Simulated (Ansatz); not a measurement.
## I_C in SiC (P6_3mc): charge-transition levels and formation energies

Aim: at which Fermi levels does I_C in SiC (P6_3mc) change its charge? The model is a cell of 108 host atoms with 1 C taken out and 1 I put in.

Main program and level: Ansatz 0.2.0; place-levels on r2SCAN runs: charge-transition levels and formation energies with image-charge correction and potential alignment at the atomic sites; PAW set soft_1.

**Measured values to reproduce.**

“Charge spill-out and work function of few-layer graphene on SiC(0001)” (2018, arxiv:1806.04908) quotes from earlier work for SiC, 6H (bulk crystal, literature): band gap (indirect gap, experimental literature value) 3.03 eV [Literature value cited in passing in the theory part; temperature and measurement method …].

## Step 1: Starting point

The cell holds 108 atoms: 54 Si, 53 C and 1 I. Cell: a = 9.236 Å, b = 9.236 Å, c = 15.108 Å, α = 90.0°, β = 90.0°, γ = 120.0°. It derives from SiC (space group P6_3mc). Nearest the centre at fractional (0.556, 0.444, 0.542): I59 at 0.00 Å, Si89 at 1.89 Å, Si53 at 1.89 Å, Si101 at 1.89 Å, Si51 at 1.89 Å, C23 at 3.08 Å, C47 at 3.08 Å, C11 at 3.08 Å.

The host's dielectric constants go in as inputs: (7.09, 7.09, 7.35) for the electrons alone, (10.43, 10.43, 10.95) with the ions, computed on the host (DFPT, PBEsol, on the r2SCAN cell), and a cell off the functional's own equilibrium shifts the ionic part.

The cell's shortest repeat is 9.2 Å.

## Step 2: What was run first

Levels follow from differences of total energies between charge states, each relaxed by itself.

Random displacements of about 0.05 Å break the site symmetry at the start, so that the relaxation can reach a distorted minimum if there is one. Forces are taken at one point at (¼, ¼, ¼). The cell holds 1 electron more than the neutral one, with a uniform background that keeps it neutral on the whole.

The sampling was tested on the host first: at the k-points planned (1x1x1 shifted 0.25 0.25 0.25) its energy lies -0.041 eV an atom from the dense-mesh value, a large miss, so this sampling is coarse for the host.

One state's input; the others differ in charge, spin, start and seed, and in occupations where the table says so.

Input file qm1.relax/input.yaml:

```yaml
crystal:
  lattice:
    - [9.23599493, 0.0, 0.0]
    - [-4.61799746, 7.99860624, 0.0]
    - [0.0, 0.0, 15.1078644]
  atoms:
    - { symbol: Si, position: [0.11111111, 0.22222222, 0.8329854] }
    - { symbol: Si, position: [0.22222222, 0.11111111, 0.3329854] }
[... 8 atom lines left out ...]
    - { symbol: C, position: [0.22222222, 0.11111111, 0.54152848] }
[... 11 atom lines left out ...]
    - { symbol: C, position: [0.22222222, 0.44444444, 0.54152848] }
[... 5 atom lines left out ...]
    - { symbol: Si, position: [0.0, 0.66666667, 0.49972248] }
[... 11 atom lines left out ...]
    - { symbol: Si, position: [0.33333333, 0.0, 0.49972248] }
[... 3 atom lines left out ...]
    - { symbol: C, position: [0.44444444, 0.22222222, 0.70799668] }
[... 1 atom line left out ...]
    - { symbol: C, position: [0.55555556, 0.11111111, 0.54152848] }
[... 2 atom lines left out ...]
    - { symbol: Si, position: [0.55555556, 0.44444444, 0.3329854] }
    - { symbol: Si, position: [0.55555556, 0.44444444, 0.66650102] }
[... 1 atom line left out ...]
    - { symbol: Si, position: [0.33333333, 0.33333333, 0.49972248] }
[... 2 atom lines left out ...]
    - { symbol: C, position: [0.33333333, 0.33333333, 0.37436694] }
    - { symbol: C, position: [0.44444444, 0.55555556, 0.70799668] }
[... 1 atom line left out ...]
    - { symbol: I, position: [0.55555556, 0.44444444, 0.54152848] }
[... 11 atom lines left out ...]
    - { symbol: C, position: [0.55555556, 0.77777778, 0.54152848] }
[... 17 atom lines left out ...]
    - { symbol: Si, position: [0.66666667, 0.33333333, 0.49972248] }
[... 2 atom lines left out ...]
    - { symbol: C, position: [0.66666667, 0.33333333, 0.37436694] }
    - { symbol: C, position: [0.77777778, 0.55555556, 0.70799668] }
[... 1 atom line left out ...]
    - { symbol: C, position: [0.88888889, 0.44444444, 0.54152848] }
[... 5 atom lines left out ...]
    - { symbol: Si, position: [0.66666667, 0.66666667, 0.49972248] }
[... 2 atom lines left out ...]
    - { symbol: C, position: [0.66666667, 0.66666667, 0.37436694] }
[... 2 atom lines left out ...]
    - { symbol: C, position: [0.88888889, 0.77777778, 0.54152848] }
    - { symbol: C, position: [0.77777778, 0.88888889, 0.04152848] }
  host:
    repeats: [3, 3, 1]
    atoms:
      - { symbol: Si, position: [0.33333333, 0.66666667, 0.8329854] }
      - { symbol: Si, position: [0.66666667, 0.33333333, 0.3329854] }
      # ... 10 more atoms of the perfect host
total_charge: -1
basis:
  ecutwfc: 500
  xc_grid: 2
hamiltonian:
  xc: r2scan
  pseudopotentials: { kind: paw, azcp: { folder: soft_1 } }
kpoints:
  mp_grid: { grid: [1, 1, 1], shift: [0.25, 0.25, 0.25] }
scf:
  occupations: { method: fixed }
  max_iter: 60
output:
  forces: true
  charged_corrections:
    epsilon: [7.09, 7.09, 7.35]
    static_epsilon: [10.43, 10.43, 10.95]
    defect_position: [0.555556, 0.444444, 0.541528]
relax:
  f_tol: 0.02
  max_steps: 80
  random_displacement: { amplitude: 0.05, seed: 9511 }
checkpoint:
  write: "../qm1.relax.run"
  compress: false
  write_wavefunctions: true
  write_every: 100000
```

Launch:

```sh
ansatz run input.yaml --threads 4 --pin off --max-ram 15073MiB --backend cpu --events-out ev --progress --plain --runs-dir out
```

Defect states can disperse in a cell of this size, so the energy is taken again at a 2×2×2 shifted mesh, on the relaxed structure.

The run of this state that the levels use, under r2SCAN:

Input file qm1.point/input.yaml:

```yaml
crystal:
  checkpoint: "../qm1.relax.run"
  host: checkpoint
total_charge: -1
basis:
  ecutwfc: 500
  xc_grid: 2
hamiltonian:
  xc: r2scan
  pseudopotentials: { kind: paw, azcp: { folder: soft_1 } }
kpoints:
  mp_grid: { grid: [2, 2, 2], shift: [0.5, 0.5, 0.5] }
scf:
  occupations: { method: fermi_dirac, width: 0.01 }
  max_iter: 60
output:
  forces: true
  eigenvalues: true
  charged_corrections:
    epsilon: [7.09, 7.09, 7.35]
    static_epsilon: [10.43, 10.43, 10.95]
    defect_position: [0.555556, 0.444444, 0.541528]
  eigenstates: { localisation: true }
  populations: true
  band_densities: [{ bands: [v1, v1] }, { bands: [c1, c1] }]
  write_density: true
  write_potential: true
  volumetric_format: npy
  elf: true
checkpoint:
  read: "../qm1.relax.run"
  write: "../qm1.point.run"
  compress: false
  write_wavefunctions: false
  write_every: 100000
```

Relaxations under r2SCAN at one point at (¼, ¼, ¼); times on 4 threads of Intel Xeon 6975P-C (Granite Rapids), shared host:

| charge | moment (μB) | occupations | outcome | steps | largest displacement against the far atoms (Å) | time |
| --- | --- | --- | --- | --- | --- | --- |
| −1 | 0 | fixed | converged | 17 | 0.76 | 3.4 min |
| 0 | 1 | fixed | converged | 14 | 0.63 | 7 min |
| +1 | 0 | fixed | converged | 23 | 0.74 | 4.3 min |
| +2 | 1 | fixed | converged | 16 | 0.67 | 8 min |
| −1 | 2 | fixed | converged | 16 | 0.67 | 8 min |
| +1 | 2 | fixed | converged | 16 | 0.65 | 7.9 min |

Single points under r2SCAN at a 2×2×2 shifted mesh; times on 4 threads of Intel Xeon 6975P-C (Granite Rapids), shared host:

| charge | moment (μB) | occupations | outcome | time |
| --- | --- | --- | --- | --- |
| −1 | 0 | fermi-dirac | converged | 91 s |
| 0 | 1 | fermi-dirac | converged | 3.6 min |
| +1 | 0 | fermi-dirac | converged | 1.7 min |
| +2 | 1 | fermi-dirac | converged | 3.5 min |
| −1 | 2 | fermi-dirac | converged | 3.9 min |
| +1 | 2 | fermi-dirac | converged | 3.7 min |

Distances (Å) from I59 to the nearest atoms after relaxation with r2SCAN:

| charge | moment (μB) | 1. | 2. | 3. | 4. | 5. | 6. |
| --- | --- | --- | --- | --- | --- | --- | --- |
| −1 | 0 | Si 2.39 | Si 2.39 | Si 2.56 | Si 2.61 | C 3.04 | C 3.04 |
| −1 | 2 | Si 2.41 | Si 2.49 | Si 2.50 | Si 2.52 | C 3.06 | C 3.07 |
| 0 | 1 | Si 2.41 | Si 2.48 | Si 2.49 | Si 2.51 | C 3.07 | C 3.07 |
| +1 | 0 | Si 2.39 | Si 2.43 | Si 2.43 | Si 2.52 | C 3.01 | C 3.04 |
| +1 | 2 | Si 2.40 | Si 2.40 | Si 2.48 | Si 2.51 | C 3.05 | C 3.06 |
| +2 | 1 | Si 2.39 | Si 2.40 | Si 2.41 | Si 2.47 | C 3.04 | C 3.05 |

[end of part 1 of 2]

[Logs are printed without paths, hosts, clocks, repeated set-up lines and the standing remarks that a program may print on its own settings, such as how far it seeks lower states.]

[Hosts, paths, dates, database ids (printed as entryN), source tags and the programs' standing remarks are cut or masked in the printed files.]

[Where a table of states has a column of steps, it counts the stored structures, which are thinned; the runs took as many ionic steps or more.]

[A defect's name tells the site on which it was built; relaxed atoms can leave that site.]

[For some hosts the program warned that the k-mesh of the response run may be too coarse for force constants and the static dielectric constant; such warnings are not shown here.]
